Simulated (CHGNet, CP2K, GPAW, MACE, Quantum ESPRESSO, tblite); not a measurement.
# tblite on twisted graphene monolayer on bilayer, 21.79° (42 atoms): settings against a plane-wave reference

How do the settings of tblite change the result for twisted graphene monolayer on bilayer, 21.79° (42 atoms)? A plane-wave run serves as the yardstick.

Method: the method is named at each step, in tblite 0.8.0.

## Step 1: The structure

The cell holds 42 atoms: 42 C. Its edges and angles: a = 6.508 Å, b = 6.509 Å, c = 20.690 Å, α = 90.0°, β = 90.0°, γ = 120.0°. It derives from C (graphene). Graphene (a = 2.46 Å) under graphene (a = 2.46 Å), monolayer on bilayer, commensurate cell of 7 unit cells a layer, twist 21.79 deg; facing planes 3.32, 3.37 Å apart as built; 14 Å of vacuum; minimised with a classical potential. Then every atom was moved at random, 0.03 Å r.m.s. a Cartesian component. Regions: layer 1, 14 atoms (14 C); layer 2, 14 atoms (14 C); layer 3, 14 atoms (14 C). Vacuum lies along c.

The yardstick, on the same geometry:

- method: Kohn-Sham DFT, PBE, SSSP efficiency 1.3.0 pseudopotentials, plane waves (Quantum ESPRESSO 7.5); sssp-pbe-1.3.0-efficiency, cutoffs 45/360 Ry, Γ point
- r.m.s. force component: 1.523 eV/Å
- longest force: 6.137 eV/Å
- time: 42 s on 4 MPI ranks of Intel Xeon Platinum 8488C (Sapphire Rapids), shared host
- CPU time: 2.7 min

## Step 2: GFN2-xTB

Method: GFN2-xTB tight binding, diagonalisation.

Contents of run.py:

```python
import numpy as np
from ase.io import read
from tblite.ase import TBLite

atoms = read("structure.xyz")
atoms.calc = TBLite(method="GFN2-xTB", electronic_temperature=580, accuracy=1.0, max_iterations=250, mixer_damping=0.1, verbosity=1)
energy = atoms.get_potential_energy()
forces = atoms.get_forces()
print(f"energy {energy:.6f} eV")
print("forces (eV/A)")
for i, (a, f) in enumerate(zip(atoms, forces)):
    print(f"{i:4d} {a.symbol:2s} {f[0]:10.5f} {f[1]:10.5f} {f[2]:10.5f}")
print("charges (e)")
print(np.array2string(atoms.get_charges(), precision=4, suppress_small=True, max_line_width=110, threshold=100000))
```

Contents of structure.xyz:

```xyz
42
Lattice="6.50850 0.00000 0.00000 -3.25425 5.63653 0.00000 0.00000 0.00000 20.69000" Properties=species:S:1:pos:R:3 pbc="T T T"
C 0.46751 1.35130 6.87756
C 1.38996 0.27044 6.95970
C -0.01058 3.81035 6.95639
C 0.91090 2.72791 6.91832
C 2.82222 0.53660 6.94977
C 0.44730 5.04802 6.91791
C 2.31117 2.97958 6.96963
C 3.25705 1.87708 6.94191
C 1.85827 5.38035 6.93053
C 2.77711 4.30721 6.96260
C 4.60828 2.15992 6.96756
C 5.59139 1.09304 6.94274
C -2.35556 4.54237 7.02115
C -1.43229 3.45671 6.96032
C 0.88646 2.66529 10.34521
C 1.85398 1.57659 10.35162
C 0.46777 5.07829 10.35245
C 1.40958 4.06174 10.30714
C 3.27820 1.81823 10.30776
C 4.23085 0.75405 10.32348
C 2.80386 4.32886 10.34066
C 3.75850 3.18436 10.29865
C 5.59220 1.08475 10.29514
C 6.49597 0.00682 10.34790
C -1.42530 3.47909 10.41348
C -0.46184 2.40218 10.34003
C 1.41300 0.23572 10.38100
C -0.93983 4.80176 10.34107
C -0.47528 5.07305 13.73526
C 0.01884 3.76109 13.78078
C 0.96118 1.05121 13.71313
C -1.88802 5.37888 13.74292
C 1.39825 3.45040 13.68168
C 1.83065 2.13805 13.70444
C 5.10943 0.21532 13.75595
C 2.28660 4.53476 13.73237
C 3.21546 1.89500 13.69802
C 3.73233 0.53192 13.74499
C 3.70630 4.32147 13.69926
C 4.14653 2.93105 13.74644
C -0.91584 2.69420 13.71913
C -0.47200 1.38050 13.68499
```

Launch:

```sh
$ OMP_NUM_THREADS=1 python run.py > output.txt
```

The program printed:

```text
------------------------------------------------------------
  cycle        total energy    energy error   density error
------------------------------------------------------------
      1     -90.71259269222  -9.2518718E+01   1.5394400E-01
      2     -90.71342836621  -8.3567399E-04   1.3844457E-01
      3     -90.71047645856   2.9519077E-03   8.1857889E-03
      4     -90.71415044354  -3.6739850E-03   1.7583763E-03
      5     -90.71418114123  -3.0697691E-05   1.3292477E-03
      6     -90.71417897635   2.1648738E-06   6.4221893E-04
      7     -90.71418420980  -5.2334517E-06   6.2384642E-05
      8     -90.71418425152  -4.1711587E-08   3.0109808E-05
      9     -90.71418427326  -2.1746246E-08   1.6123246E-05
------------------------------------------------------------
 total:                                   1.434 sec
energy -2468.458686 eV
forces (eV/A)
   0 C     0.24518    0.72588    0.94118
   1 C     0.69171   -0.37164   -0.13266
   2 C    -2.26879   -5.16805   -0.23958
   3 C     0.50854   -1.24223    0.07560
   4 C    -2.04406   -0.56227   -0.15082
   5 C     1.98242    5.48578    0.43738
   6 C    -0.12230   -1.31098   -0.40857
   7 C    -1.79910    0.46828    0.31002
   8 C    -0.38098   -0.03398    0.10086
   9 C    -0.26857    0.06122    0.22023
  10 C     2.27858   -1.42922   -0.26827
  11 C    -1.45511   -0.47201   -0.30008
  12 C     1.44013    1.24748   -0.73576
  13 C     1.19164    2.60053    0.44564
  14 C     3.65986    1.07878   -0.19456
  15 C     0.54685    0.97945   -0.27854
  16 C    -0.44529    0.20222   -0.31582
  17 C    -0.26897   -3.26225    0.48893
  18 C    -0.65109    1.36964    0.20046
  19 C    -1.86763    1.35632   -0.11835
  20 C    -0.05926   -2.89410   -0.42222
  21 C    -3.60244    0.52903    0.66841
  22 C    -0.01690   -1.13819    0.52495
  23 C     1.93502    0.25668   -0.03562
[...]
34 C     0.06420    3.40195   -0.52152
  35 C     2.02390   -0.13473   -0.35148
  36 C     1.46152   -1.81188    0.36626
  37 C    -1.69459   -0.07699   -0.20154
  38 C    -0.73067   -2.13650    0.55669
  39 C     1.66287    2.14690   -0.61647
  40 C    -1.88434    0.08685    0.30172
  41 C     0.79821   -3.38983    0.63601
charges (e)
[ 0.0008 -0.0069  0.0078 -0.004  -0.0042  0.0091 -0.0031  0.0043 -0.006   0.0036  0.0068 -0.0028 -0.0031
 -0.0023 -0.005  -0.0043  0.0033 -0.0042 -0.0056  0.0027 -0.0026 -0.0022  0.0057  0.0014  0.0046  0.0054
 -0.0009  0.0018 -0.0048  0.0024  0.0027  0.008   0.0065  0.0088 -0.0018  0.0046  0.0011 -0.008  -0.0048
 -0.0059  0.001  -0.0099]
```

Elapsed: 1.9 s, on 1 thread of Intel Xeon Platinum 8488C (Sapphire Rapids), shared host; peak memory 0.09 GiB.

Banners, paths, timers and routine set-up lines are dropped from the logs unmarked, and long logs keep their key lines alone; longer cuts are marked.

Against the reference:

```yaml
r_m_s_force_component: 1.447 eV/Å
r_m_s_difference_of_force_components: 123.4 meV/Å
longest_difference_of_force_vectors: 394.8 meV/Å
force_difference_over_r_m_s_force: 8.1 %
slope_of_forces_against_the_reference_s: 0.9478
correlation_of_force_components: 0.9979
```

The surroundings of C9, picked at random, nearest first, numbered as they follow in the input and with coordinates relative to it.

```
atom      x      y      z  distance (Å)  bonds  Mulliken charge (e)     Fx     Fy  Fz (eV/Å)
  C9   0.00   0.00   0.00          0.00      3                -0.01  -0.38  -0.03       0.10
 C10   0.92  -1.07   0.03          1.41      3                 0.00  -0.27   0.06       0.22
 C12   0.48   1.35   0.01          1.43      3                 0.00  -1.46  -0.47      -0.30
  C6  -1.41  -0.33  -0.01          1.45      3                 0.01   1.98   5.49       0.44
  C5  -2.29   0.79   0.02          2.42      3                 0.00  -2.04  -0.56      -0.15
  C3  -1.87  -1.57   0.03          2.44      3                 0.01  -2.27  -5.17      -0.24
  C7   0.45  -2.40   0.04          2.44      3                 0.00  -0.12  -1.31      -0.41
 C13   2.29  -0.84   0.09          2.44      3                 0.00   1.44   1.25      -0.74
  C1   1.86   1.61  -0.05          2.46      3                 0.00   0.25   0.73       0.94
 C11  -0.50   2.42   0.04          2.47      3                 0.01   2.28  -1.43      -0.27
```

Atoms are counted from 1 here, from 0 in the log.

Forces lie 8.1 % from the reference's, at 0.012 times its CPU time (on 1 against 4 cores).

## Step 3: GFN1-xTB

Method: GFN1-xTB tight binding, diagonalisation.

Changes to run.py since step 2:

```diff
@@ -5,3 +5,3 @@
 atoms = read("structure.xyz")
-atoms.calc = TBLite(method="GFN2-xTB", electronic_temperature=580, accuracy=1.0, max_iterations=250, mixer_damping=0.1, verbosity=1)
+atoms.calc = TBLite(method="GFN1-xTB", electronic_temperature=580, accuracy=1.0, max_iterations=250, mixer_damping=0.1, verbosity=1)
 energy = atoms.get_potential_energy()
```

structure.xyz is that of step 2.

The program printed:

```text
------------------------------------------------------------
  cycle        total energy    energy error   density error
------------------------------------------------------------
      1     -89.45457951781  -9.0992631E+01   9.2148375E-01
      2     -89.45505165910  -4.7214129E-04   8.2922814E-01
      3     -89.45375961862   1.2920405E-03   1.2109268E-02
      4     -89.45491711466  -1.1574960E-03   7.2825628E-03
      5     -89.45552301034  -6.0589568E-04   8.5948030E-04
      6     -89.45552799154  -4.9812030E-06   8.8815698E-05
      7     -89.45552801934  -2.7790932E-08   4.9039451E-05
      8     -89.45552804481  -2.5474932E-08   1.3697119E-05
------------------------------------------------------------
 total:                                   0.314 sec
energy -2434.208906 eV
forces (eV/A)
   0 C     0.23813    0.74058    0.89246
   1 C     0.70514   -0.37849   -0.14040
   2 C    -2.27270   -5.22585   -0.24754
   3 C     0.54173   -1.24095    0.05647
   4 C    -2.08045   -0.57092   -0.16090
   5 C     2.00251    5.54441    0.40325
   6 C    -0.14917   -1.30728   -0.41235
   7 C    -1.80383    0.45761    0.28796
   8 C    -0.35559   -0.02401    0.08210
   9 C    -0.28460    0.06273    0.20444
  10 C     2.31116   -1.43255   -0.27359
  11 C    -1.46305   -0.49983   -0.30875
  12 C     1.45541    1.24521   -0.72026
  13 C     1.15600    2.62812    0.42764
  14 C     3.66490    1.09224   -0.18873
  15 C     0.55650    0.96968   -0.26492
  16 C    -0.41150    0.19001   -0.31017
  17 C    -0.28012   -3.27365    0.47491
  18 C    -0.63985    1.36686    0.18737
  19 C    -1.90138    1.39489   -0.11944
  20 C    -0.07247   -2.88356   -0.41632
  21 C    -3.61340    0.52609    0.64603
  22 C    -0.01714   -1.16453    0.50234
  23 C     1.95402    0.24437   -0.03125
[...]
34 C     0.04389    3.43524   -0.49016
  35 C     2.05570   -0.12736   -0.33148
  36 C     1.49421   -1.82227    0.37479
  37 C    -1.70588   -0.12324   -0.18279
  38 C    -0.75113   -2.17355    0.55627
  39 C     1.64536    2.18235   -0.58861
  40 C    -1.87384    0.06100    0.31194
  41 C     0.81346   -3.38875    0.62543
charges (e)
[ 0.0016 -0.006   0.0068 -0.0036 -0.0043  0.0096 -0.0036  0.0044 -0.0062  0.0044  0.0056 -0.0031 -0.0036
 -0.0021 -0.0052 -0.004   0.0032 -0.0038 -0.0054  0.0028 -0.0023 -0.0023  0.0054  0.0015  0.0041  0.0049
 -0.0006  0.0017 -0.0054  0.003   0.0022  0.0078  0.0057  0.0086 -0.0008  0.005   0.0009 -0.0072 -0.0057
 -0.0049  0.0008 -0.0101]
```

Elapsed: 0.8 s, on 1 thread; peak memory 0.09 GiB.

Compared with the plane-wave run:

| Item | Value |
| --- | --- |
| r.m.s. force component | 1.456 eV/Å |
| r.m.s. difference of force components | 116.3 meV/Å |
| longest difference of force vectors | 390.5 meV/Å |
| force difference over r.m.s. force | 7.631 % |
| slope of forces against the reference's | 0.954 |
| correlation of force components | 0.998 |

Against the first run (8.1 %), the force difference from the reference is 7.6 %, at 0.41 times the CPU time.

## Step 4: All runs compared

Differences are against the plane-wave reference, forces as r.m.s. over components; share is that over the reference's r.m.s. force, slope the least-squares factor from reference forces to these. Total energies of different programs have different zeros and aren't compared.

```
            run  Δ force, r.m.s. (meV/Å)  share (%)  slope  cores  CPU time  memory (GiB)
      reference                        -          -      -      4   2.7 min           1.1
tblite GFN2-xTB                      123       8.10  0.948      1     1.9 s          0.09
tblite GFN1-xTB                      116       7.63  0.954      1     0.8 s          0.09
```

CPU time is summed over cores on a shared host, where runs went side by side, so it is rough. Symmetry, cutoffs, thresholds, outputs and thread counts weren't matched or tuned between programs; memory under MPI is the largest rank's times the ranks.

## Step 5: Outcome

* nearest in forces: tblite GFN1-xTB, 7.6 %
* its CPU time: 0.8 s

**Reading.** Tight binding differs by 7.6 % (tblite GFN1-xTB) to 8.1 % (tblite GFN2-xTB); it is another model, with fitted parameters of its own, and the xTB methods hold dispersion. Of the electronic-structure runs that take under half the reference's CPU time, tblite GFN1-xTB comes nearest, at 7.6 % in 0.8 s against 2.7 min. Periodic xTB results under one method name differ between programs and library versions. The cell is under 6 Å thick along two periodic directions, so every atom has periodic images of itself close by, which move with it and show among its neighbours and in g(r). The reference's PBE has no dispersion term, which matters for the binding between molecules or layers. One k-point is far too coarse for the carbon or group-IV sheet, and it can put spurious forces of up to about 1 eV/Å on the sheet's atoms. The electronic-structure runs sample only Γ, in a cell whose shortest periodic width is 6 Å.

[Also dropped from logs without a mark: logging warnings of Python, and SIESTA's first energy breakdown and zero terms.]

[Logs are printed without paths, hosts, clocks, repeated set-up lines and the standing remarks that a program may print on its own settings, such as how far it seeks lower states.]

[Hosts, paths, dates, database ids (printed as entryN), source tags and the programs' standing remarks are cut or masked in the printed files.]
